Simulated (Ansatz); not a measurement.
# LiAlF4 (built on the sites of a database entry of RbAlF4): following an unstable mode, part 2 of 3

Aim: this structure of LiAlF4 (built on the sites of a database entry of RbAlF4) is to be tested for unstable modes, and one is followed downhill.

Ansatz 0.2.0; DFT PBEsol, scalar-relativistic, plane waves, PAW.

So far. Step 4 (The mode frozen in, largest atomic shift 0.6 Å): The run ends at a pressure of 0.32 GPa, with forces up to 0.81 eV/Å. Step 5 (Energy along the mode, all amplitudes (two of the runs …): The lowest of the steps tried is the last one, at 0.6 Å, 48.6 meV/atom below the parent; the bottom of the well need not coincide with a step.

The structure was built from a prototype and need not be the compound's stable phase.

## 6. Relaxing from the distorted cell

Starting from the lowest point found, all atoms and the cell are let go, so that strain and other modes of the same symmetry can join in.

Input file input.yaml:

```yaml
crystal:
  lattice:
    - [3.5663032145, 0.0, 0.0]
    - [0.0, 3.5663032145, 0.0]
    - [0.0, 0.0, 6.060049296]
  atoms:
    - { symbol: Li, position: [0.6189646654, 0.3810353346, 0.5] }
    - { symbol: Al, position: [-0.0039287196, 0.0039287196, 0.0] }
    - { symbol: F, position: [0.4947492599, 0.002031465, 0.0] }
    - { symbol: F, position: [-0.002031465, 0.5052507401, 0.0] }
    - { symbol: F, position: [-0.0152976439, 0.0152976439, 0.2953455764] }
    - { symbol: F, position: [-0.0152976439, 0.0152976439, 0.7046544236] }
kpoints:
  mp_grid: { grid: [6, 6, 4] }
hamiltonian:
  xc: pbesol
scf:
  occupations: { method: fixed }
output:
  forces: true
  stress: true
  eigenvalues: true
relax:
  adjacent_minimum: "off"
  f_tol: 0.002
  max_steps: 120
  cell: { stress_tol: 0.03 }
```

Launch:

```bash
ansatz run input.yaml --threads 8 --pin off --max-ram 14336MiB --backend cpu --events-out ev --progress --plain --runs-dir out
```

Numbers of over 12 decimals in the logs are rounded to 6 here.

Output:

```text
[...]
Crystal: 6 atoms, lattice volume = 77.075 Å³
Basis set: ecut = 420 eV, 1513 PW (Γ), exchange–correlation on 48×48×90 points (8 copies of the dense FFT grid, shifted against one another)
Bands: 23, of which v1, the nominal top of the filled ones, is band 17 counted from 1 (16 counted from 0)
Symmetry: 4 space group operations
[...]
k-points: 39 of 144 (time reversal used)
[...]
SCF iter   1: F=—  HF=-3937.156142 eV  |F-HF|=—  |Δ(HF+E_count)|=         —  Δρ=1.15e-2  dr2=5.86e-2  ethr=1.77e-3  ⟨swp⟩=4.8  Hψ=3890  notcnv=0  defer=150
[...]
SCF iter   6: F=-3937.137138 eV  HF=-3937.137138 eV  |F-HF|=6.07e-8  |Δ(HF+E_count)|=   1.50e-6  Δρ=1.08e-5  dr2=2.93e-8  ethr=2.94e-10  ⟨swp⟩=11.1  Hψ=5048  notcnv=0
SCF 1 converged in 6 iterations: F = -3937.137138 eV  dr2 = 2.93e-8
[...]
relax step   1: F+E_penalty+E_count = -3937.13713761 eV  Δ(F+E_penalty+E_count) = +0.000e0 eV  max|allowed force component| = 5.749e-1 eV/Å  Δτ_max = 0.0000 Å  P = +0.322 GPa  Ω = 77.075 Å³  (6 SCF iters, dr2 threshold 1.00e-7 eV, accepted)
Crystal: 6 atoms, lattice volume = 78.748 Å³
Basis set: ecut = 420 eV, 1521 PW (Γ), exchange–correlation on 48×48×90 points (8 copies of the dense FFT grid, shifted against one another)
[...]
iter 1 solved again at ethr=1.66e-4 eV; its pass at ethr=3.10e-3 eV (dr2=5.64e-2 eV) is discarded
[...]
SCF iter   6: F=-3937.301371 eV  HF=-3937.301371 eV  |F-HF|=4.74e-9  |Δ(HF+E_count)|=   1.12e-6  Δρ=3.12e-5  dr2=4.16e-7  ethr=1.76e-9  ⟨swp⟩=10.5  Hψ=5265  notcnv=0
SCF 2 converged in 6 iterations: F = -3937.301371 eV  dr2 = 4.16e-7
relax step   2: F+E_penalty+E_count = -3937.30137058 eV  Δ(F+E_penalty+E_count) = -1.642e-1 eV  max|allowed force component| = 6.224e-1 eV/Å  Δτ_max = 0.1934 Å  P = -0.297 GPa  Ω = 78.748 Å³  energy of the carried Pulay correction = -6.957e-3 eV  (6 SCF iters, dr2 threshold 6.00e-7 eV, accepted)
Crystal: 6 atoms, lattice volume = 79.042 Å³
[...]
SCF iter   6: F=-3937.491297 eV  HF=-3937.491298 eV  |F-HF|=1.62e-7  |Δ(HF+E_count)|=   2.70e-6  Δρ=3.15e-5  dr2=3.88e-7  ethr=1.76e-9  ⟨swp⟩=10.5  Hψ=5107  notcnv=0
SCF 3 converged in 6 iterations: F = -3937.491297 eV  dr2 = 3.88e-7
[...]
relax step   3: F+E_penalty+E_count = -3937.49129748 eV  Δ(F+E_penalty+E_count) = -1.899e-1 eV  max|allowed force component| = 4.806e-1 eV/Å  Δτ_max = 0.1973 Å  P = +0.148 GPa  Ω = 79.042 Å³  energy of the carried Pulay correction = -8.165e-3 eV  (6 SCF iters, dr2 threshold 6.00e-7 eV, accepted)
[... from here on, the SCF cycles and remarks between the steps are left out ...]
relax step   4: F+E_penalty+E_count = -3937.57713665 eV  Δ(F+E_penalty+E_count) = -8.584e-2 eV  max|allowed force component| = 2.902e-1 eV/Å  Δτ_max = 0.1949 Å  P = +1.345 GPa  Ω = 79.456 Å³  energy of the carried Pulay correction = -9.859e-3 eV  (6 SCF iters, dr2 threshold 6.00e-7 eV, accepted)
relax step   5: F+E_penalty+E_count = -3937.57880888 eV  Δ(F+E_penalty+E_count) = -1.672e-3 eV  max|allowed force component| = 1.300e-1 eV/Å  Δτ_max = 0.0626 Å  P = -0.201 GPa  Ω = 82.250 Å³  energy of the carried Pulay correction = -2.105e-2 eV  (6 SCF iters, dr2 threshold 6.00e-7 eV, accepted)
relax step   6: F+E_penalty+E_count = -3937.58672220 eV  Δ(F+E_penalty+E_count) = -7.913e-3 eV  max|allowed force component| = 1.937e-2 eV/Å  Δτ_max = 0.0084 Å  P = +0.003 GPa  Ω = 81.902 Å³  energy of the carried Pulay correction = -1.968e-2 eV  (5 SCF iters, dr2 threshold 6.00e-7 eV, accepted)
relax step   7: F+E_penalty+E_count = -3937.58730809 eV  Δ(F+E_penalty+E_count) = -5.859e-4 eV  max|allowed force component| = 3.353e-3 eV/Å  Δτ_max = 0.0026 Å  P = +0.007 GPa  Ω = 81.815 Å³  energy of the carried Pulay correction = -1.933e-2 eV  (4 SCF iters, dr2 threshold 9.31e-8 eV, accepted)
relax step   8: F+E_penalty+E_count = -3937.58723602 eV  Δ(F+E_penalty+E_count) = +7.207e-5 eV  max|allowed force component| = 3.895e-4 eV/Å  Δτ_max = 0.0007 Å  P = +0.001 GPa  Ω = 81.835 Å³  energy of the carried Pulay correction = -1.941e-2 eV  (5 SCF iters, dr2 threshold 7.03e-10 eV, accepted)
relax step   9: F+E_penalty+E_count = -3937.61739746 eV  Δ(F+E_penalty+E_count) = -3.016e-2 eV  max|allowed force component| = 3.432e-3 eV/Å  Δτ_max = 0.0000 Å  P = +0.702 GPa  Ω = 81.835 Å³  stress off target by 9.10e-1 GPa  SCF on the basis re-selected at this cell (its energy is not comparable with the rows above)  (8 SCF iters)
relax step  10: F+E_penalty+E_count = -3937.61638041 eV  Δ(F+E_penalty+E_count) = +1.017e-3 eV  max|allowed force component| = 5.138e-3 eV/Å  Δτ_max = 0.0224 Å  P = +0.076 GPa  Ω = 82.794 Å³  energy of the carried Pulay correction = -3.764e-3 eV  (4 SCF iters, dr2 threshold 6.00e-7 eV, accepted)
relax step  11: F+E_penalty+E_count = -3937.61568216 eV  Δ(F+E_penalty+E_count) = +6.983e-4 eV  max|allowed force component| = 1.741e-3 eV/Å  Δτ_max = 0.0080 Å  P = -0.000 GPa  Ω = 83.006 Å³  energy of the carried Pulay correction = -4.590e-3 eV  (5 SCF iters, dr2 threshold 3.28e-8 eV, accepted)
relax step  12: F+E_penalty+E_count = -3937.62068288 eV  Δ(F+E_penalty+E_count) = -5.001e-3 eV  max|allowed force component| = 1.893e-3 eV/Å  Δτ_max = 0.0000 Å  P = +0.129 GPa  Ω = 83.006 Å³  stress off target by 1.78e-1 GPa  SCF on the basis re-selected at this cell (its energy is not comparable with the rows above)  (7 SCF iters)
relax step  13: F+E_penalty+E_count = -3937.61986835 eV  Δ(F+E_penalty+E_count) = +8.145e-4 eV  max|allowed force component| = 1.799e-3 eV/Å  Δτ_max = 0.0072 Å  P = +0.016 GPa  Ω = 83.246 Å³  energy of the carried Pulay correction = -9.508e-4 eV  (4 SCF iters, dr2 threshold 7.92e-8 eV, accepted)
relax step  14: F+E_penalty+E_count = -3937.62082503 eV  Δ(F+E_penalty+E_count) = -9.567e-4 eV  max|allowed force component| = 1.735e-3 eV/Å  Δτ_max = 0.0000 Å  P = +0.028 GPa  Ω = 83.246 Å³  stress off target by 4.18e-2 GPa  SCF on the basis re-selected at this cell (its energy is not comparable with the rows above)  (7 SCF iters)
relax step  15: F+E_penalty+E_count = -3937.62055751 eV  Δ(F+E_penalty+E_count) = +2.675e-4 eV  max|allowed force component| = 1.838e-2 eV/Å  Δτ_max = 0.0016 Å  P = +0.014 GPa  Ω = 83.312 Å³  energy of the carried Pulay correction = -2.556e-4 eV  (5 SCF iters, dr2 threshold 4.36e-9 eV, rejected (line search))
relax step  16: F+E_penalty+E_count = -3937.62069733 eV  Δ(F+E_penalty+E_count) = +1.277e-4 eV  max|allowed force component| = 8.383e-4 eV/Å  Δτ_max = 0.0009 Å  P = +0.013 GPa  Ω = 83.281 Å³  energy of the carried Pulay correction = -1.341e-4 eV  (7 SCF iters, accepted)
[...]
SCF iter   6: F=-3937.620866 eV  HF=-3937.620866 eV  |F-HF|=4.50e-11  |Δ(HF+E_count)|=   4.01e-9  Δρ=1.86e-7  dr2=1.63e-11  ethr=1.00e-12  ⟨swp⟩=12.5  Hψ=5589  notcnv=0
SCF 17 converged in 6 iterations: F = -3937.620866 eV  dr2 = 1.63e-11
relax step  17: F+E_penalty+E_count = -3937.62086574 eV  Δ(F+E_penalty+E_count) = -1.684e-4 eV  max|allowed force component| = 8.071e-4 eV/Å  Δτ_max = 0.0000 Å  P = +0.014 GPa  Ω = 83.281 Å³  stress off target by 2.32e-2 GPa  SCF on the basis re-selected at this cell (its energy is not comparable with the rows above)  (6 SCF iters)
[...]
SCF converged after 6 iterations
Free energy (F): -3937.620866 eV
[...]
Internal energy: -3937.620866 eV  (E = F + TS)
E sigma→0 (E₀):  -3937.620866 eV
Fermi energy:    -1.203144 eV
[...]
--- Forces (eV/Å), atoms counted from 1 ---
  atom   1  Li    -0.00011979     0.00011979     0.00000000
  atom   2  Al    -0.00001663     0.00001663     0.00000000
  atom   3  F      0.00003535     0.00015090     0.00000000
  atom   4  F     -0.00015090    -0.00003535     0.00000000
  atom   5  F      0.00006738    -0.00006738    -0.00080710
  atom   6  F      0.00006738    -0.00006738     0.00080710
  max |Σ_I F_I| component: 1.17e-4 eV/Å
--- Stress (GPa, compression-positive) ---
        0.009451       0.000042       0.000000
        0.000042       0.009451       0.000000
        0.000000       0.000000       0.023176
  P = ⅓ Tr σ = 0.0140 GPa (0.140 kbar)
--- Band table (eV; the first three rows and the last of 39) ---
  k-point 0: bands = [... 13 lower, -1.9838, -1.8490, -1.8475, -1.8377, 5.1256, 9.1210, 9.2670, 11.8232, ... 2 higher]
  k-point 1: bands = [... 13 lower, -2.0501, -1.9829, -1.8100, -1.7301, 5.4028, 7.8782, 10.3600, 11.9105, ... 2 higher]
  k-point 2: bands = [... 13 lower, -2.1128, -1.9831, -1.8293, -1.6640, 5.8389, 7.0847, 10.8725, 12.0056, ... 2 higher]
  k-point 38: bands = [... 13 lower, -2.2274, -1.3941, -1.3631, -1.2031, 8.3937, 9.3085, 11.2594, 11.4477, ... 2 higher]
--- Relaxed structure (13 steps of the walk, 12 accepted, 4 SCFs on fresh bases) ---
  F+E_penalty+E_count = -3937.62086574 eV   max|allowed force component| = 8.071e-4 eV/Å   (the final SCF, on the basis selected at the relaxed cell)
  cell:  # Å, volume = 83.2806 Å³
    - [3.628298, -0.025978, 0.0]
    - [-0.025978, 3.628298, 0.0]
    - [0.0, 0.0, 6.326452]
  atoms:
    - { symbol: Li, position: [0.755138, 0.244862, 0.500000] }
    - { symbol: Al, position: [-0.034319, 0.034319, 0] }
    - { symbol: F, position: [0.464664, 0.036285, 0] }
    - { symbol: F, position: [-0.036285, 0.535336, 0] }
    - { symbol: F, position: [-0.036020, 0.036020, 0.282780] }
    - { symbol: F, position: [-0.036020, 0.036020, 0.717220] }
```

It took 22 s on 8 threads of Arm Neoverse V1, shared host; peak memory 0.53 GiB; 2.6 min of CPU time.

Step by step:

```csv
step,energy less that of the first step (eV),largest force component (eV/Å),pressure (GPa),volume (Å³)
1,0.0000,0.5749,0.32,77.07
2,-0.1642,0.6224,-0.30,78.75
3,-0.3542,0.4806,0.15,79.04
4,-0.4400,0.2902,1.35,79.46
5,-0.4417,0.1300,-0.20,82.25
6,-0.4496,0.0194,0.00,81.90
7,-0.4502,0.0034,0.01,81.82
8,-0.4501,0.0004,0.00,81.83
9*,-0.4803,0.0034,0.70,81.83
10,-0.4792,0.0051,0.08,82.79
11,-0.4785,0.0017,0.00,83.01
12*,-0.4835,0.0019,0.13,83.01
13,-0.4827,0.0018,0.02,83.25
14*,-0.4837,0.0017,0.03,83.25
15,-0.4834,0.0184,0.01,83.31
16,-0.4836,0.0008,0.01,83.28
17*,-0.4837,0.0008,0.01,83.28
```

Relaxation steps marked * repeat the geometry before them on a plane-wave basis chosen anew for their cell, so energy and pressure can jump there. Relaxation step 15 was tried and not accepted.

The run keeps the 4 symmetry operations that it works with, so distortions that break them were not tested.

```csv
"conventional cell, symmetrised",before,after,change
a (Å),6.060,6.326,+4.4 %
b (Å),5.044,5.094,+1.0 %
c (Å),5.044,5.168,+2.5 %
volume (Å³/atom),12.85,13.88,+8.1 %
```

The atoms that moved most (Å, as changes of fractional coordinates times the final cell):

```csv
atom,dx,dy,dz,length
Li1,0.498,-0.498,0.000,0.704
F4,-0.125,0.110,0.000,0.167
F3,-0.110,0.125,0.000,0.167
Al2,-0.111,0.111,0.000,0.157
F5,-0.076,0.076,-0.079,0.133
F6,-0.076,0.076,0.079,0.133
```

Numbers from this step:

* pressure: 0.01403 GPa
* gap on the k-mesh: 6.329 eV
* volume per atom: 13.88 Å³

The distorted start has space group Amm2; the relaxation ends in Amm2.

## 7. The new phase in its own primitive cell

The relaxed structure is symmetrised, reduced to its primitive cell and relaxed tightly, as its phonons need.

Input file input.yaml:

```yaml
crystal:
  lattice:
    - [6.3264524174, 0.0, 0.0]
    - [0.0, 2.547225025, 2.5839630141]
    - [0.0, -2.547225025, 2.5839630141]
  atoms:
    - { symbol: Li, position: [0.5, 0.7551382378, 0.7551382378] }
    - { symbol: Al, position: [0.0, 0.9656809717, 0.9656809717] }
    - { symbol: F, position: [0.0, 0.4646644206, 0.9637148581] }
    - { symbol: F, position: [0.0, 0.9637148581, 0.4646644206] }
    - { symbol: F, position: [0.7172204138, 0.9639799824, 0.9639799824] }
    - { symbol: F, position: [0.2827795862, 0.9639799824, 0.9639799824] }
kpoints:
  mp_grid: { grid: [4, 6, 6] }
hamiltonian:
  xc: pbesol
scf:
  occupations: { method: fixed }
output:
  forces: true
  stress: true
  eigenvalues: true
relax:
  adjacent_minimum: "off"
  f_tol: 0.001
  max_steps: 60
  cell: { stress_tol: 0.01 }
```

Output:

```text
[...]
Crystal: 6 atoms, lattice volume = 83.281 Å³
Basis set: ecut = 420 eV, 1605 PW (Γ), exchange–correlation on 90×50×50 points (8 copies of the dense FFT grid, shifted against one another)
Bands: 23, of which v1, the nominal top of the filled ones, is band 17 counted from 1 (16 counted from 0)
Symmetry: 4 space group operations
[...]
k-points: 39 of 144 (time reversal used)
[...]
cell:  # Å, volume = 83.3105 Å³
    - [6.328208, 0.0, 0.0]
    - [0.0, 2.547371, 2.584026]
    - [0.0, -2.547371, 2.584026]
  atoms:
    - { symbol: Li, position: [0.5, 0.755294, 0.755294] }
    - { symbol: Al, position: [0, 0.965644, 0.965644] }
    - { symbol: F, position: [0, 0.464631, 0.963671] }
    - { symbol: F, position: [0, 0.963671, 0.464631] }
    - { symbol: F, position: [0.717288, 0.963959, 0.963959] }
    - { symbol: F, position: [0.282712, 0.963959, 0.963959] }
[key lines of the parts left out:]
SCF converged after 8 iterations
Free energy (F): -3937.620828 eV
Fermi energy:    -1.204972 eV
P = ⅓ Tr σ = 0.0015 GPa (0.015 kbar)
```

It took 5.8 s on 8 threads; peak memory 0.53 GiB.

Little changed from the start: no atom moved by 0.005 Å and no cell edge by 0.1 %.

This step gave:

```yaml
pressure: 0.001550 GPa
gap_on_the_k_mesh: 6.327 eV
volume_per_atom: 13.89 Å³
direct_gap_on_mesh: 6.962 eV
```

The largest force component left is 0.80 meV/Å and the pressure is 0.002 GPa, within the tolerances set. The cell now holds 13.89 Å³/atom.

(Part 2 of 3 ends here.)

[Logs are printed without paths, hosts, clocks, repeated set-up lines and the standing remarks that a program may print on its own settings, such as how far it seeks lower states.]

[Hosts, paths, dates, database ids (printed as entryN), source tags and the programs' standing remarks are cut or masked in the printed files.]
